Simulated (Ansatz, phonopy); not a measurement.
# NaI (Fm-3m): thermal expansion from first principles, part 4 of 5

Wanted: α(T), C_P(T) and B(T) of NaI in the quasi-harmonic approximation.

Measurements to reproduce:
- volume expansion coefficient 135 1e-6/K near room temperature (given in “Descriptors for thermal expansion in solids”, 2017, arXiv:1701.03966)

Ansatz 0.2.0; DFT LDA, scalar-relativistic, plane waves, PAW (the session's first sound run).

So far, principal linear expansion coefficients at 298 K (× 1e-6/K): step 6 (phonons on strained cells, functional LDA, q-mesh 2×2×2) 45.4.

**8. Phonons on strained cells, q-mesh 4×4×4**

Thermal expansion follows from how the free energy of the vibrations (and of the electrons in a metal) changes with strain, so the program makes strained cells, their phonons and a fit in one run.

This step: DFT LDA, scalar-relativistic, plane waves, PAW (Ansatz 0.2.0).

File input.yaml:

```yaml
crystal:
  lattice:
    - [0.0, 3.1298714475, 3.1298714475]
    - [3.1298714475, 0.0, 3.1298714475]
    - [3.1298714475, 3.1298714475, 0.0]
  atoms:
    - { symbol: Na, position: [0.0, 0.0, 0.0] }
    - { symbol: I, position: [0.5, 0.5, 0.5] }
kpoints:
  mp_grid: { grid: [8, 8, 8] }
hamiltonian:
  xc: lda
scf:
  occupations: { method: fixed }
  lower_state_search: "off"
output:
  eigenvalues: true
phonons:
  method: dfpt
  qmesh: [4, 4, 4]
  temperatures: { t_max: 500.0, t_step: 25 }
  thermal_expansion: {}
```

Command:

```bash
> ansatz run input.yaml --threads 8 --pin off --max-ram 16384MiB --backend cpu --events-out ev --progress --plain --runs-dir out
```

Numbers of over 12 decimals in the logs are rounded to 6 here.

What it wrote:

```text
[...]
Crystal: 2 atoms, lattice volume = 61.321 Å³
Basis set: ecut = 487.2 eV, 1459 PW (Γ), exchange–correlation on 64×64×64 points (8 copies of the dense FFT grid, shifted against one another)
Bands: 17, of which v1, the nominal top of the filled ones, is band 13 counted from 1 (12 counted from 0)
Symmetry: 48 space group operations
[...]
k-points: 29 of 512
[...]
SCF iter   1: F=—  HF=-8825.018257 eV  |F-HF|=—  |Δ(HF+E_count)|=         —  Δρ=5.75e-3  dr2=7.71e-3  ethr=1.77e-3  ⟨swp⟩=5.1  Hψ=2196  notcnv=0  defer=53
[...]
SCF iter   8: F=-8825.012600 eV  HF=-8825.012600 eV  |F-HF|=1.46e-11  |Δ(HF+E_count)|=  1.24e-10  Δρ=1.13e-7  dr2=1.42e-11  ethr=1.00e-12  ⟨swp⟩=8.9  Hψ=2788  notcnv=0
SCF 1 converged in 8 iterations: F = -8825.012600 eV  dr2 = 1.42e-11
[...]
relax step   1: F+E_penalty+E_count = -8825.01259991 eV  Δ(F+E_penalty+E_count) = +0.000e0 eV  max|allowed force component| = 1.809e-29 eV/Å  Δτ_max = 0.0000 Å  (8 SCF iters, accepted)
SCF converged after 8 iterations
Free energy (F): -8825.012600 eV
[...]
Internal energy: -8825.012600 eV  (E = F + TS)
E sigma→0 (E₀):  -8825.012600 eV
Fermi energy:    3.750894 eV
[...]
--- Stress (GPa, compression-positive) ---
        0.000285      -0.000000      -0.000000
       -0.000000       0.000285      -0.000000
       -0.000000      -0.000000       0.000285
  P = ⅓ Tr σ = 0.0003 GPa (0.003 kbar)
--- Band table (eV; the first three rows and the last of 29) ---
  k-point 0: bands = [... 9 lower, -7.6560, 3.7509, 3.7509, 3.7509, 7.3709, 11.5875, 11.5875, 11.5875]
  k-point 1: bands = [... 9 lower, -7.5995, 3.1816, 3.6941, 3.6941, 7.9594, 11.1997, 11.7638, 11.7638]
  k-point 2: bands = [... 9 lower, -7.4563, 2.1862, 3.5646, 3.5646, 8.6691, 11.3274, 11.6888, 11.6888]
  k-point 28: bands = [... 9 lower, -7.1233, 2.0314, 2.0314, 2.5993, 9.6249, 11.2152, 11.2152, 11.7116]
── thermal expansion: 3 new cells, 3 in all ──
thermal expansion: relaxation of cell 2
thermal expansion: relaxation of cell 3
── thermal expansion: 2 new cells, 5 in all ──
thermal expansion: relaxation of cell 4
thermal expansion: phonons of cell 4
thermal expansion: relaxation of cell 5
thermal expansion: phonons of cell 5
── thermal expansion: 7 new cells, 12 in all ──
thermal expansion: relaxation of cell 6
thermal expansion: relaxation of cell 7
thermal expansion: relaxation of cell 8
thermal expansion: relaxation of cell 9
thermal expansion: relaxation of cell 10
thermal expansion: relaxation of cell 11
thermal expansion: relaxation of cell 12
thermal expansion: phonons of cell 6
thermal expansion: phonons of cell 7
thermal expansion: phonons of cell 8
thermal expansion: phonons of cell 9
--- Relaxed structure (1 steps of the walk, 1 accepted, 0 SCFs on fresh bases) ---
  F+E_penalty+E_count = -8825.01259991 eV   max|allowed force component| = 1.809e-29 eV/Å
  atoms:
    - { symbol: Na, position: [0.0, 0.0, 0.0] }
    - { symbol: I, position: [0.5, 0.5, 0.5] }
--- Thermal expansion: 12 cells in 3 rounds, 0 GPa ---
  no lower state was looked for at cell 4: scf.lower_state_search: off
  without vibrations: a 4.42633, b 4.42633, c 4.42633 Å, V 61.3220 Å³, B 20.77 GPa
  at 0 K: a 4.43934, b 4.43934, c 4.43934 Å, V 61.8644 Å³, B 20.21 GPa
  zero-point expansion: a +0.294, b +0.294, c +0.294, V +0.884 %
[...]
0.00    4.43934    4.43934    4.43934    61.8644 |    0.00    0.00    0.00    0.00 |   97.55 |     0.000     0.000 |    20.21    20.21
    50.00    4.44109    4.44109    4.44109    61.9373 |   19.54   19.54   19.54   58.61 |  112.59 |    28.460    28.332 |    20.01    20.10
   100.00    4.44716    4.44716    4.44716    62.1918 |   32.78   32.78   32.78   98.35 |  120.85 |    42.669    41.965 |    19.45    19.78
   150.00    4.45511    4.45511    4.45511    62.5258 |   38.03   38.03   38.03  114.10 |  126.25 |    47.489    46.106 |    18.81    19.38
   200.00    4.46396    4.46396    4.46396    62.8994 |   41.25   41.25   41.25  123.74 |  130.83 |    49.842    47.738 |    18.14    18.94
   250.00    4.47348    4.47348    4.47348    63.3028 |   43.94   43.94   43.94  131.83 |  135.22 |    51.412    48.525 |    17.43    18.47
   298.15    4.48323    4.48323    4.48323    63.7176 |   46.51   46.51   46.51  139.54 |       - |    52.670    48.946 |    16.71    17.99
   325.00    4.48893    4.48893    4.48893    63.9606 |   48.02   48.02   48.02  144.07 |  142.06 |    53.340    49.105 |    16.30    17.70
   375.00    4.50006    4.50006    4.50006    64.4376 |   51.11   51.11   51.11  153.32 |  147.04 |    54.613    49.315 |    15.49    17.15
   425.00    4.51197    4.51197    4.51197    64.9505 |   54.71   54.71   54.71  164.13 |  152.54 |    56.004    49.454 |    14.63    16.56
   475.00    4.52480    4.52480    4.52480    65.5064 |   59.08   59.08   59.08  177.24 |  158.75 |    57.613    49.552 |    13.70    15.92
   500.00    4.53163    4.53163    4.53163    65.8036 |   61.66   61.66   61.66  184.98 |  162.19 |    58.539    49.590 |    13.20    15.58
[...]
vibrations' free energy: its fit leaves 0.0000 meV an atom at the most
  the electrons' free energy at temperature is not in it: every band gap is over 0.52 eV
  free energies summed between the sampled wave vectors
[...]
the FFT grids of the static calculations differ: 32 × 32 × 32, 36 × 36 × 36
  band gaps on the cells' k-points are 3.305 to 3.716 eV
```

Run time: 8.9 min. Hardware: 8 threads of Arm Neoverse V2, shared host; peak memory 1.6 GiB; 66 min of CPU time.

Numbers from this step:

```yaml
volume_expansion_coefficient_at_298_k: 139.5 1e-6/K
c_p_at_298_k: 26.34 J/mol-atom/K
entropy_at_298_k: 48.99 J/mol-atom/K
isothermal_bulk_modulus_at_298_k: 16.71 GPa
grueneisen_parameter_at_298_k: 1.828
volume_at_298_k: 31.86 Å³/atom
principal_linear_expansion_coefficients_at_298_k: 46.51, 46.51, 46.51 1e-6/K
```

Strained cells of the study; zero-point energy where phonons were solved; the pressures are stresses at a fixed cutoff and can carry an offset from the finite basis. Expansion cells, by row:

```
cell  |a| (Å)  |b| (Å)  |c| (Å)  V (Å³/atom)  E - E_lowest (meV/atom)  pressure, compression positive (GPa)  gap (eV)  zero-point energy (meV/atom)
   1    4.426    4.426    4.426        30.66                        0                                 -0.01      3.62                             -
   2    4.462    4.462    4.462         31.4                    1.111                                -0.478     3.546                             -
   3    4.391    4.391    4.391        29.94                    1.164                                 0.516     3.697                             -
   4    4.427    4.427    4.427        30.67                    0.001                                -0.015     3.619                         18.09
   5    4.449    4.449    4.449        31.13                    0.456                                -0.315     3.573                         17.57
   6    4.479    4.479    4.479        31.76                    2.381                                -0.681     3.513                         16.89
   7    4.505    4.505    4.505        32.32                    5.248                                -0.973     3.462                          16.3
   8    4.531    4.531    4.531        32.89                    9.157                                 -1.24     3.414                         15.71
   9    4.557    4.557    4.557        33.47                    14.05                                -1.484     3.367                         15.13
  10    4.383    4.383    4.383        29.76                    1.799                                 0.651     3.716                             -
  11    4.405    4.405    4.405        30.21                    0.436                                 0.306     3.667                             -
  12    4.594    4.594    4.594        34.28                    22.28                                -1.781     3.305                             -
```

Quasi-harmonic; a, b, c are the run's own cell vectors. Expansion, by row:

```
T (K)  a (Å)  b (Å)  c (Å)  alpha (deg)  beta (deg)  gamma (deg)  cell volume (Å³/cell)  alpha_a (1e-6/K)  alpha_b (1e-6/K)  alpha_c (1e-6/K)  alpha_V (1e-6/K)  C_P (J/mol-atom/K)  C_V (J/mol-atom/K)  S (J/mol-atom/K)  B_T (GPa)  B_S (GPa)  Grueneisen  extrapolation  fit error (1e-6/K)
    0  4.439  4.439  4.439           60          60           60                  61.86                 0                 0                 0                 0                   0                   0                 0      20.21      20.21           -              0                   0
   25   4.44   4.44   4.44           60          60           60                  61.87              7.12              7.12              7.12             21.36               6.437               6.433             3.006      20.18      20.19       1.248              0                   0
   50  4.441  4.441  4.441           60          60           60                  61.94             19.54             19.54             19.54             58.61               14.23               14.17             10.04      20.01       20.1       1.544              0                0.01
   75  4.444  4.444  4.444           60          60           60                  62.05             27.92             27.92             27.92             83.77               18.83               18.63             16.78      19.75      19.95       1.659              0                0.01
  100  4.447  4.447  4.447           60          60           60                  62.19             32.78             32.78             32.78             98.35               21.34               20.98             22.57      19.45      19.78       1.707              0                0.02
  125  4.451  4.451  4.451           60          60           60                  62.35             35.85             35.85             35.85             107.5                22.8               22.28              27.5      19.14      19.58       1.734              0                0.02
  150  4.455  4.455  4.455           60          60           60                  62.53             38.03             38.03             38.03             114.1               23.74               23.05             31.75      18.81      19.38       1.753              0                0.02
  175  4.459  4.459  4.459           60          60           60                  62.71             39.76             39.76             39.76             119.3               24.41               23.54             35.46      18.48      19.16       1.768              0                0.03
  200  4.464  4.464  4.464           60          60           60                   62.9             41.25             41.25             41.25             123.7               24.92               23.87             38.76      18.14      18.94       1.781              0                0.03
  225  4.469  4.469  4.469           60          60           60                   63.1             42.62             42.62             42.62             127.9               25.34                24.1             41.72      17.79      18.71       1.793              0                0.04
  250  4.473  4.473  4.473           60          60           60                   63.3             43.94             43.94             43.94             131.8               25.71               24.26             44.41      17.43      18.47       1.805              0                0.04
  275  4.478  4.478  4.478           60          60           60                  63.51             45.26             45.26             45.26             135.8               26.04               24.39             46.87      17.06      18.22       1.817              0                0.05
298.1  4.483  4.483  4.483           60          60           60                  63.72             46.51             46.51             46.51             139.5               26.34               24.47             48.99      16.71      17.99       1.828              0                0.05
  300  4.484  4.484  4.484           60          60           60                  63.73             46.62             46.62             46.62             139.8               26.36               24.48             49.15      16.69      17.97       1.829              0                0.05
  325  4.489  4.489  4.489           60          60           60                  63.96             48.02             48.02             48.02             144.1               26.67               24.55             51.27       16.3       17.7       1.842              0                0.05
  350  4.494  4.494  4.494           60          60           60                  64.19             49.51             49.51             49.51             148.5               26.98               24.61             53.26       15.9      17.43       1.855              0                0.06
  375    4.5    4.5    4.5           60          60           60                  64.44             51.11             51.11             51.11             153.3               27.31               24.66             55.13      15.49      17.15       1.869              0                0.06
  400  4.506  4.506  4.506           60          60           60                  64.69             52.83             52.83             52.83             158.5               27.64                24.7             56.91      15.07      16.86       1.883              0                0.07
  425  4.512  4.512  4.512           60          60           60                  64.95             54.71             54.71             54.71             164.1                  28               24.73             58.59      14.63      16.56       1.899              0                0.07
  450  4.518  4.518  4.518           60          60           60                  65.22             56.78             56.78             56.78             170.3               28.39               24.75              60.2      14.17      16.25       1.915              0                0.07
  475  4.525  4.525  4.525           60          60           60                  65.51             59.08             59.08             59.08             177.2               28.81               24.78             61.75       13.7      15.92       1.932              0                0.07
  500  4.532  4.532  4.532           60          60           60                   65.8             61.66             61.66             61.66               185               29.27                24.8             63.24       13.2      15.58       1.951              0                0.09
```

Table of expansion coefficient by temperature; values in 1e-6/K:

```
temperature (K)  volume  principal 1
              0       0            0
             25    21.4         7.12
             50    58.6         19.5
             75    83.8         27.9
            100    98.3         32.8
            125     108         35.9
            150     114         38.0
            175     119         39.8
            200     124         41.2
            225     128         42.6
            250     132         43.9
            275     136         45.3
            298     140         46.5
            300     140         46.6
            325     144         48.0
            350     149         49.5
            375     153         51.1
            400     158         52.8
            425     164         54.7
            450     170         56.8
            475     177         59.1
            500     185         61.7
```

Changing the q-mesh (2×2×2 → 4×4×4) takes the volume expansion at 298 K from 136 to 140 × 10⁻⁶/K and B_T from 16.8 to 16.7 GPa.

**9. Quasi-harmonic fit by phonopy**

This step: DFT LDA, scalar-relativistic, plane waves, PAW (phonopy 4.10.0).

Numbers from this step:

- volume expansion coefficient at 300 K: 140.0 1e-6/K
- isothermal bulk modulus at 300 K: 16.67 GPa
- C_P at 300 K: 26.39 J/mol-atom/K
- Grüneisen parameter at 300 K: 1.829

Table of energy (each curve on its own zero) by volume; values in meV/atom:

```
volume (Å³/atom)  static  F at 0 K  F at 300 K  F at 500 K
           30.67       0      1.47        6.24        10.3
           31.13    0.46      1.41        4.62        7.31
           31.76    2.38      2.65        3.71        4.57
           32.32    5.25      4.93        4.01        3.22
           32.89    9.16      8.25        5.28        2.78
           33.47    14.1      12.6        7.43        3.16
```

Phonopy-qha, vinet fit of F(V) at each temperature. Qha vinet, by row:

```
T (K)  fitted volume (Å³/atom)  alpha_V (1e-6/K)  B_T (GPa)  C_P (J/mol-atom/K)  Grueneisen
   75                    31.02                82      19.75               18.81       1.624
  100                     31.1             97.42      19.46               21.39       1.692
  125                    31.18               107      19.15               22.87       1.727
  150                    31.26             113.8      18.82               23.81       1.749
  175                    31.35             119.1      18.49               24.47       1.765
  200                    31.45             123.6      18.14               24.97       1.779
  225                    31.55             127.8      17.79               25.38       1.792
  250                    31.65             131.8      17.42               25.74       1.804
  275                    31.76             135.9      17.05               26.07       1.817
  300                    31.87               140      16.67               26.39       1.829
  325                    31.98             144.3      16.27                26.7       1.842
  350                     32.1             148.9      15.87               27.01       1.856
  375                    32.22             153.7      15.46               27.33        1.87
  400                    32.35             158.9      15.04               27.67       1.885
  425                    32.48             164.5      14.61               28.02       1.901
  450                    32.61             170.6      14.17               28.41       1.917
  475                    32.75             177.3      13.71               28.82       1.935
```

The volume expansion coefficient by temperature; values in 1e-6/K:

```
temperature (K)  phonopy-qha, Vinet  Ansatz's own study
             75                  82                83.8
            100                97.4                98.3
            125                 107                 108
            150                 114                 114
            175                 119                 119
            200                 124                 124
            225                 128                 128
            250                 132                 132
            275                 136                 136
            300                 140                 140
            325                 144                 144
            350                 149                 149
            375                 154                 153
            400                 159                 158
            425                 165                 164
            450                 171                 170
            475                 177                 177
```

The fit gives a volume expansion of 140 × 10⁻⁶/K at 300 K, against 140 at 298 K from the study itself, whose static fit uses more cells.

(Part 4 of 5 ends here.)

[Logs are printed without paths, hosts, clocks, repeated set-up lines and the standing remarks that a program may print on its own settings, such as how far it seeks lower states.]

[Hosts, paths, dates, database ids (printed as entryN), source tags and the programs' standing remarks are cut or masked in the printed files.]

[A step with changed settings may run another functional than the one named; its input shows which.]
